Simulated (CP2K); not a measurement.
Consider aziridine at its PBE geometry (Å).

```xyz
8

C     0.7850   -0.0806    0.0393
C    -0.6591   -0.4356   -0.0068
N    -0.1852    0.8342   -0.6106
H     1.2115    0.2056    1.0022
H     1.4809   -0.5628   -0.6479
H    -1.0103   -1.1748   -0.7274
H    -1.2269   -0.3934    0.9243
H    -0.3959    1.6073    0.0268
```

Method: CP2K XAS_TDP, all-electron GAPW, PBEh(45%), aug-cc-pVDZ, TDA, GW2X-corrected core level, no relativity.

Q: Where do the C K-edge lines lie, and how strong are they?

Leading lines: C1 290.67 eV. The leading line of an atom is its first one with 35 % of the strongest within 2.5 eV of its lowest line over the strength cut. Core ionisation energies at this level: C1 292.80 eV.

The first six lines of each atom with a strength over 0.0015:

```tsv
atom	energy (eV)	states	strength, one atom	above the computed threshold
C1 (bonded to C, N and 2 H), 2 alike	290.67	1	0.0104	
	291.11	1	0.0181	
	291.28	1	0.0202	
	291.69	1	0.0085	
	291.92	1	0.0155	
	292.83	1	0.0029	yes
```

Lines are vertical, at one geometry, with no vibrational structure. GW2X ionisation energies and lines can be off by 1 to 2 eV either way, and a good line position may hide errors that cancel. These values hold no scalar relativity, about 0.1 eV for C 1s. Rydberg lines, and the discretised continuum above threshold, depend on the basis and the box.

[Banner, clock and machine lines of the logs are left out without a mark of their own.]

[Logs are printed without paths, hosts, clocks, repeated set-up lines and the standing remarks that a program may print on its own settings, such as how far it seeks lower states.]

[Hosts, paths, dates, database ids (printed as entryN), source tags and the programs' standing remarks are cut or masked in the printed files.]
